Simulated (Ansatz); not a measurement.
# Band gap of SrHgGeSe4 (Ama2) from density functionals to GW, part 2 of 3

What gap does each level of theory give for SrHgGeSe4 (Ama2), and in what time?

Ansatz 0.2.0; density functionals, hybrids and G0W0, plane waves, PAW. Known limits of the many-body steps: finite bands, screening cutoff and k mesh; no spin-orbit coupling in G0W0; d shells not analysed; screening cutoff under 40 eV in some runs.

So far. Step 4 (PBE+SOC on the 2×4×4 mesh): Over mesh and listed points the gap is 1.070 eV, direct, at k = (0.000, 0.500, -0.500). PBE+SOC against PBE: 1.070 − 1.100 = −0.030 eV, with the same mesh, set of files (read in its fully relativistic form for the spin-orbit run) and cutoff, and both edges at the same k points.

In doubt: masses and optical values from hybrid runs of this build are listed as unsure (step 10), which bears on the screening that GW takes from such a start.

### 6. HSE06 on the 2×4×4 mesh

HSE06 mixes in a quarter of exact exchange at short range.

This step: DFT, HSE06, plane waves, PAW; PAW set soft_1.

File input.yaml:

```yaml
crystal:
  lattice:
    - [10.8375, 0.0, 0.0]
    - [0.0, 5.3728, 3.31885]
    - [0.0, -5.3728, 3.31885]
  atoms:
    - { symbol: Sr, position: [0.0, 0.2560433466, 0.2560433466] }
    - { symbol: Sr, position: [0.5, 0.2560433466, 0.2560433466] }
    - { symbol: Ge, position: [0.25, 0.9567885199, 0.5195787844] }
    - { symbol: Ge, position: [0.75, 0.5195787844, 0.9567885199] }
    - { symbol: Hg, position: [0.25, 0.5280692319, 0.8556187453] }
    - { symbol: Hg, position: [0.75, 0.8556187453, 0.5280692319] }
    - { symbol: Se, position: [0.0730524407, 0.1828143308, 0.7237791204] }
    - { symbol: Se, position: [0.9269475593, 0.7237791204, 0.1828143308] }
    - { symbol: Se, position: [0.4269475593, 0.1828143308, 0.7237791204] }
    - { symbol: Se, position: [0.5730524407, 0.7237791204, 0.1828143308] }
    - { symbol: Se, position: [0.25, 0.9728837483, 0.1441951116] }
    - { symbol: Se, position: [0.75, 0.1441951116, 0.9728837483] }
    - { symbol: Se, position: [0.25, 0.5501429265, 0.4178893364] }
    - { symbol: Se, position: [0.75, 0.4178893364, 0.5501429265] }
kpoints:
  mp_grid: { grid: [2, 4, 4] }
  band_path:
    path:
      - [0.0, 0.0, 0.0]
      - [0.0, 0.5, -0.5]
      - [0.0, 0.65460757, -0.34539243]
      - [0.0, 0.34539243, 0.34539243]
      - [0.5, 0.0, 0.0]
      - [0.5, 0.34539243, 0.34539243]
      - [0.5, 0.65460757, -0.34539243]
      - [0.5, 0.5, -0.5]
    npoints: 1
hamiltonian:
  xc: hse06
  pseudopotentials: { kind: paw, azcp: { folder: soft_1 } }
scf:
  occupations: { method: fixed }
  n_extra_bands: 8
output:
  eigenvalues: true
  write_density: true
  write_potential: true
  elf: true
  volumetric_format: npy
```

On the command line:

```console
> ansatz run input.yaml --threads 2 --pin off --max-ram 92160MiB --backend cuda --events-out ev --progress --plain --runs-dir out --devices 1 --max-vram 13GiB
```

Numbers of over 12 decimals in the logs are rounded to 6 here.

Log:

```text
[...]
GPUs: using 1 of 1 available (devices: 1).
[...]
davidson cushion auto → on  (no smearing: the cushion is to keep the highest requested band from converging to the state above it; pin scf.eigensolver.cushion to override)
[...]
GPU FFT provider: cuFFT
GPU libraries: cuBLAS 13.8.2, cuFFT 12.4.0, cuSOLVER 12.3.4
Crystal: 14 atoms, lattice volume = 386.498 Å³
Basis set: ecut = 420 eV, 7535 PW (Γ)
[...]
Fermi energy:    6.801765 eV
[...]
--- Band table (eV; the first three rows and the last of 14) ---
  k-point 0: bands = [... 104 lower, 6.2087, 6.2334, 6.3326, 6.3404, 9.0216, 9.5421, 10.0439, 10.6110, ... 4 higher]
  k-point 1: bands = [... 104 lower, 5.8183, 6.0394, 6.1622, 6.3499, 8.8910, 9.7149, 10.1182, 10.6389, ... 4 higher]
  k-point 2: bands = [... 104 lower, 5.7552, 6.0239, 6.1241, 6.1495, 8.9774, 9.6577, 9.7937, 10.3998, ... 4 higher]
  k-point 13: bands = [... 104 lower, 5.9113, 5.9113, 6.6506, 6.6506, 9.3227, 9.3227, 10.4472, 10.4472, ... 4 higher]
[key lines of the parts left out:]
Free energy (F): -87099.195451 eV
```

It took 3.1 min on 1 × NVIDIA H100 80GB HBM3 (shared by 6 runs) with 2 threads of AMD EPYC 7R13 (Zen 3), shared host; peak memory 2.5 GiB.

Numbers from this step:

```
gap                     : 1.900 eV
valence top at          : Y
conduction bottom at    : Y
least direct gap        : 1.900 eV
exact-exchange fraction : 0.25
```

Over mesh and listed points the gap is 1.900 eV, direct, at k = (0.000, 0.500, -0.500). HSE06 against PBE: 1.900 − 1.100 = +0.800 eV, with the same mesh, files and cutoff, and both edges at the same k points.

### 7. PBE0 on the 2×4×4 mesh

PBE0 mixes in a quarter of exact exchange at all distances.

This step: DFT, PBE0, plane waves, PAW; PAW set soft_1.

input.yaml: that of step 6 with these lines changed.

```diff
@@ -34,3 +34,3 @@
 hamiltonian:
-  xc: hse06
+  xc: pbe0
   pseudopotentials: { kind: paw, azcp: { folder: soft_1 } }
@@ -41,5 +41 @@
   eigenvalues: true
-  write_density: true
-  write_potential: true
-  elf: true
-  volumetric_format: npy
```

Log:

```text
[...]
GPUs: using 1 of 1 available (devices: 1).
[...]
GPU FFT provider: cuFFT
GPU libraries: cuBLAS 13.8.2, cuFFT 12.4.0, cuSOLVER 12.3.4
Crystal: 14 atoms, lattice volume = 386.498 Å³
Basis set: ecut = 420 eV, 7535 PW (Γ)
Bands: 116, of which v1, the nominal top of the filled ones, is band 108 counted from 1 (107 counted from 0)
Symmetry: 4 space group operations
[...]
k-points: 14 of 32 (time reversal used)
[...]
Fermi energy:    6.457062 eV
[...]
--- Band table (eV; the first three rows and the last of 14) ---
  k-point 0: bands = [... 104 lower, 5.8609, 5.8720, 5.9796, 6.0028, 9.3188, 9.8813, 10.3884, 10.9876, ... 4 higher]
  k-point 1: bands = [... 104 lower, 5.4575, 5.6839, 5.8035, 5.9929, 9.2144, 10.0601, 10.4551, 11.0017, ... 4 higher]
  k-point 2: bands = [... 104 lower, 5.3927, 5.6575, 5.7719, 5.7855, 9.3003, 10.0026, 10.1398, 10.7530, ... 4 higher]
  k-point 13: bands = [... 104 lower, 5.5427, 5.5427, 6.3026, 6.3026, 9.6609, 9.6609, 10.7962, 10.7962, ... 4 higher]
[key lines of the parts left out:]
Free energy (F): -87092.494297 eV
```

Run time: 3.1 min. Hardware: 1 × NVIDIA H100 80GB HBM3 (shared by 6 runs) with 2 threads; peak memory 2.5 GiB.

Numbers from this step:

| Property | Result |
| --- | --- |
| gap | 2.566 eV |
| valence top at | Y |
| conduction bottom at | Y |
| least direct gap | 2.566 eV |
| exact-exchange fraction | 0.25 |

Over mesh and listed points the gap is 2.566 eV, direct, at k = (0.000, 0.500, -0.500). PBE0 against HSE06: 2.566 − 1.900 = +0.666 eV, with the same mesh, files and cutoff, and both edges at the same k points.

### 8. DDH-PBE0 on the 2×4×4 mesh

The input asks for a share of exact exchange of one over the crystal's ε∞, which the program works out first.

This step: DFT, dielectric-dependent PBE0 (fraction 1/eps_inf of PBE), plane waves, PAW; PAW set soft_1.

input.yaml: that of step 7 with these lines changed.

```diff
@@ -20,2 +20,3 @@
     - { symbol: Se, position: [0.75, 0.4178893364, 0.5501429265] }
+  host: atoms
 kpoints:
@@ -34,3 +35,6 @@
 hamiltonian:
-  xc: pbe0
+  xc:
+    exchange: pbe
+    correlation: pbe
+    exx: { coeff: inverse_dielectric }
   pseudopotentials: { kind: paw, azcp: { folder: soft_1 } }
```

Log:

```text
[...]
the fraction of exact exchange is that of a crystal of Sr2Ge2Hg2Se8
GPUs: using 1 of 1 available (devices: 1).
[...]
a weight of exact exchange comes from the crystal, and the text's number only plans the run
Solving k-mesh 2×2×2 for the fraction of exact exchange
[...]
Fermi energy:    6.912832 eV
[...]
--- Band table (eV; the first three rows and the last of 14) ---
  k-point 0: bands = [... 104 lower, 6.3299, 6.3458, 6.4492, 6.4613, 9.0028, 9.5457, 10.0187, 10.5778, ... 4 higher]
  k-point 1: bands = [... 104 lower, 5.9458, 6.1657, 6.2904, 6.4672, 8.8972, 9.7166, 10.0924, 10.6042, ... 4 higher]
  k-point 2: bands = [... 104 lower, 5.8928, 6.1527, 6.2453, 6.2751, 8.9894, 9.6550, 9.7814, 10.3853, ... 4 higher]
  k-point 13: bands = [... 104 lower, 6.0422, 6.0422, 6.7616, 6.7616, 9.3373, 9.3373, 10.4249, 10.4249, ... 4 higher]
[key lines of the parts left out:]
Free energy (F): -87082.631455 eV
```

Wall time 4.3 min (1 × NVIDIA H100 80GB HBM3 (shared by 6 runs) with 2 threads); peak memory 4.7 GiB; 7 min of CPU time.

This step gave:

| Item | Value |
| --- | --- |
| gap | 1.809 eV |
| valence top at | Y |
| conduction bottom at | Y |
| least direct gap | 1.809 eV |
| exact-exchange fraction | 0.1246 |

Over mesh and listed points the gap is 1.809 eV, direct, at k = (0.000, 0.500, -0.500). DDH-PBE0 against PBE0: 1.809 − 2.566 = −0.757 eV, with the same mesh, files and cutoff, and both edges at the same k points.

### 9. G0W0@PBE, 2×2×2 mesh, 877 empty bands, screening to 100 eV, PAW set soft_1 files

G0W0 replaces the xc potential by a self-energy built once from the orbitals of the start. Levels are corrected in the window of bands that the input names, at points of the mesh.

This step: G0W0 on PBE, plane waves, PAW; PAW set soft_1.

input.yaml: that of step 8 with these lines changed.

```diff
@@ -20,21 +20,6 @@
     - { symbol: Se, position: [0.75, 0.4178893364, 0.5501429265] }
-  host: atoms
 kpoints:
-  mp_grid: { grid: [2, 4, 4] }
-  band_path:
-    path:
-      - [0.0, 0.0, 0.0]
-      - [0.0, 0.5, -0.5]
-      - [0.0, 0.65460757, -0.34539243]
-      - [0.0, 0.34539243, 0.34539243]
-      - [0.5, 0.0, 0.0]
-      - [0.5, 0.34539243, 0.34539243]
-      - [0.5, 0.65460757, -0.34539243]
-      - [0.5, 0.5, -0.5]
-    npoints: 1
+  mp_grid: { grid: [2, 2, 2] }
 hamiltonian:
-  xc:
-    exchange: pbe
-    correlation: pbe
-    exx: { coeff: inverse_dielectric }
+  xc: pbe
   pseudopotentials: { kind: paw, azcp: { folder: soft_1 } }
@@ -42,4 +27,7 @@
   occupations: { method: fixed }
-  n_extra_bands: 8
-output:
-  eigenvalues: true
+gw:
+  n_empty_bands: 877
+  ecut_chi: 100.0
+  qp_bands: [v4, c4]
+  qp_kpoints: band_edges
+  screening: { model: contour_deformation }
```

Log:

```text
GPUs: using 1 of 1 available (devices: 1).
[...]
GPU FFT provider: cuFFT
GPU libraries: cuBLAS 13.8.2, cuFFT 12.4.0, cuSOLVER 12.3.4
Crystal: 14 atoms, lattice volume = 386.498 Å³
Basis set: ecut = 420 eV, 7535 PW (Γ)
Bands: 130, of which v1, the nominal top of the filled ones, is band 108 counted from 1 (107 counted from 0)
Symmetry: 4 space group operations
[...]
k-points: 6 of 8
[...]
0   112     10.1852   -11.2708    -3.9299   -15.6216  0.7331    10.6122    10.6061  root
[...]
5   109      9.0400   -10.7787    -3.4214   -14.5211  0.7575     9.3635     9.3610  root
     5   110      9.0400   -10.7787    -3.4214   -14.5211  0.7575     9.3635     9.3610  root
     5   111     10.0635   -10.4477    -3.7964   -14.5975  0.7569    10.4204    10.4169  root
     5   112     10.0635   -10.4477    -3.7964   -14.5975  0.7569    10.4204    10.4169  root
[key lines of the parts left out:]
SCF converged after 11 iterations
Free energy (F): -87073.106208 eV
Fermi energy:    7.327226 eV
```

Elapsed: 34 s, on 1 × NVIDIA H100 80GB HBM3 (shared by 6 runs) with 2 threads; peak memory 3 GiB.

Numbers from this step:

- bands summed: 985
- RPA ε∞ on this mesh (eigenvalues): 6.670, 7.538, 10.44
- plane waves in the screening matrix: 889
- G0W0 gap over the corrected points: 1.915 eV
- k of the valence top: 0, -0.5, -0.5
- k of the conduction bottom: 0, -0.5, -0.5
- starting gap on the mesh: 1.121 eV
- Z at the valence top: 0.7404
- Z at the conduction bottom: 0.7681
- least direct G0W0 gap over the corrected points: 1.915 eV

Over all 6 irreducible mesh points the G0W0 gap is 1.915 eV, direct, at k = (0.000, -0.500, -0.500). The PBE gap of this run on the mesh is 1.121 eV. The two states that bound the G0W0 gap lie that far apart at the start, so the correction of the gap is 1.915 − 1.121 = +0.794 eV.

### 10. G0W0@HSE06, 2×2×2 mesh, 407 empty bands, screening to 60 eV, PAW set soft_1 files

This step: G0W0 on HSE06, plane waves, PAW; PAW set soft_1.

input.yaml: that of step 9 with these lines changed.

```diff
@@ -23,3 +23,3 @@
 hamiltonian:
-  xc: pbe
+  xc: hse06
   pseudopotentials: { kind: paw, azcp: { folder: soft_1 } }
@@ -28,4 +28,4 @@
 gw:
-  n_empty_bands: 877
-  ecut_chi: 100.0
+  n_empty_bands: 407
+  ecut_chi: 60
   qp_bands: [v4, c4]
```

Log:

```text
GPUs: using 1 of 1 available (devices: 1).
[...]
GPU FFT provider: cuFFT
GPU libraries: cuBLAS 13.8.2, cuFFT 12.4.0, cuSOLVER 12.3.4
Crystal: 14 atoms, lattice volume = 386.498 Å³
Basis set: ecut = 420 eV, 7535 PW (Γ)
Bands: 130, of which v1, the nominal top of the filled ones, is band 108 counted from 1 (107 counted from 0)
Symmetry: 4 space group operations
[...]
k-points: 6 of 8
[...]
0   111     10.0436   -11.0526    -3.3726   -14.9847  0.7948    10.6081    10.6032  root
     0   112     10.6071   -10.8720    -3.4887   -14.9501  0.7787    11.2037    11.1966  root
[...]
5   109      9.3226   -10.2629    -3.1244   -13.9109  0.7953     9.8500     9.8463  root
     5   110      9.3226   -10.2629    -3.1244   -13.9109  0.7953     9.8500     9.8463  root
     5   111     10.4461    -9.9333    -3.4369   -13.8587  0.7964    10.9386    10.9347  root
     5   112     10.4461    -9.9333    -3.4369   -13.8587  0.7964    10.9386    10.9347  root
[key lines of the parts left out:]
Free energy (F): -87099.171217 eV
Fermi energy:    6.780322 eV
```

Wall time 1.8 min (1 × NVIDIA H100 80GB HBM3 (shared by 6 runs) with 2 threads); peak memory 2.8 GiB.

Numbers from this step:

| Property | Result |
| --- | --- |
| bands summed | 515 |
| RPA ε∞ on this mesh (eigenvalues) | 5.013, 5.642, 7.288 |
| plane waves in the screening matrix | 391 |
| G0W0 gap over the corrected points | 2.293 eV |
| k of the valence top | 0, -0.5, -0.5 |
| k of the conduction bottom | 0, -0.5, -0.5 |
| starting gap on the mesh | 1.920 eV |
| Z at the valence top | 0.7800 |
| Z at the conduction bottom | 0.8023 |
| least direct G0W0 gap over the corrected points | 2.293 eV |

Over all 6 irreducible mesh points the G0W0 gap is 2.293 eV, direct, at k = (0.000, -0.500, -0.500). The HSE06 gap of this run on the mesh is 1.920 eV. The two states that bound the G0W0 gap lie that far apart at the start, so the correction of the gap is 2.293 − 1.920 = +0.373 eV. G0W0@HSE06 against G0W0@PBE with 515 bands (a further run, in the table below): 2.293 − 1.880 = +0.413 eV, with the same mesh, files and cutoffs, and both edges at the same k points.

### 11. G0W0@r2SCAN, 2×2×2 mesh, 407 empty bands, screening to 60 eV, PAW set soft_1 files

This step: G0W0 on r2SCAN, plane waves, PAW; PAW set soft_1.

input.yaml: that of step 10 with these lines changed.

```diff
@@ -23,3 +23,3 @@
 hamiltonian:
-  xc: hse06
+  xc: r2scan
   pseudopotentials: { kind: paw, azcp: { folder: soft_1 } }
```

Log:

```text
GPUs: using 1 of 1 available (devices: 1).
[...]
GPU FFT provider: cuFFT
GPU libraries: cuBLAS 13.8.2, cuFFT 12.4.0, cuSOLVER 12.3.4
Crystal: 14 atoms, lattice volume = 386.498 Å³
Basis set: ecut = 500 eV, 9825 PW (Γ), exchange–correlation on 320×192×192 points (64 copies of the dense FFT grid, shifted against one another)
Bands: 130, of which v1, the nominal top of the filled ones, is band 108 counted from 1 (107 counted from 0)
[...]
0   112     10.2105   -11.2116    -3.6114   -15.6652  0.7557    11.0783    11.0528  root
[...]
5   109      9.0432   -10.6828    -3.1623   -14.5657  0.7760     9.7752     9.7638  root
     5   110      9.0432   -10.6828    -3.1623   -14.5657  0.7760     9.7752     9.7638  root
     5   111     10.1395   -10.4362    -3.5175   -14.6634  0.7757    10.8612    10.8491  root
     5   112     10.1395   -10.4362    -3.5175   -14.6634  0.7757    10.8612    10.8491  root
[key lines of the parts left out:]
SCF converged after 10 iterations
Free energy (F): -87213.245734 eV
Fermi energy:    7.048095 eV
```

It took 25 s on 1 × NVIDIA H100 80GB HBM3 (shared by 6 runs) with 2 threads; peak memory 2.7 GiB.

This step gave:

```yaml
bands_summed: 515
rpa_eps_infinity_on_this_mesh_eigenvalues: 5.623, 6.356, 8.542
plane_waves_in_the_screening_matrix: 391
g0w0_gap_over_the_corrected_points: 2.086 eV
k_of_the_valence_top: 0, -0.5, -0.5
k_of_the_conduction_bottom: 0, -0.5, -0.5
starting_gap_on_the_mesh: 1.406 eV
z_at_the_valence_top: 0.7598
z_at_the_conduction_bottom: 0.7847
least_direct_g0w0_gap_over_the_corrected_points: 2.086 eV
```

Over all 6 irreducible mesh points the G0W0 gap is 2.086 eV, direct, at k = (0.000, -0.500, -0.500). The r2SCAN gap of this run on the mesh is 1.406 eV. The two states that bound the G0W0 gap lie that far apart at the start, so the correction of the gap is 2.086 − 1.406 = +0.680 eV. G0W0@r2SCAN against G0W0@HSE06 with 515 bands: 2.086 − 2.293 = −0.207 eV. The runs also differ in plane-wave cutoff (420 eV and 500 eV), so how much of this comes from the start alone is not known.

(Continued in part 3 of 3.)

[Paths, hosts, dates, memory and timing lines, banners, echoed tables and standing remarks are left out of the program output.]

[Logs are printed without paths, hosts, clocks, repeated set-up lines and the standing remarks that a program may print on its own settings, such as how far it seeks lower states.]

[Runs of the session that timed out or met a known fault of the program may be left out.]

[Cells called generated may have been cut or substituted from an entry of the Crystallography Open Database or the Materials Project.]

[Hosts, paths, dates, database ids (printed as entryN), source tags and the programs' standing remarks are cut or masked in the printed files.]

[Where an RPA ε∞ is given, it is that of the G0W0 mesh and is not shown converged in it. Names of k-points follow the symmetry that the program found, which can be lower than the space group named. Band edges on a path are those of the sampled points; other points can move an edge, and change direct to indirect where valleys lie close.]

[Hybrid gaps are those of their k-mesh and are not shown converged in it.]
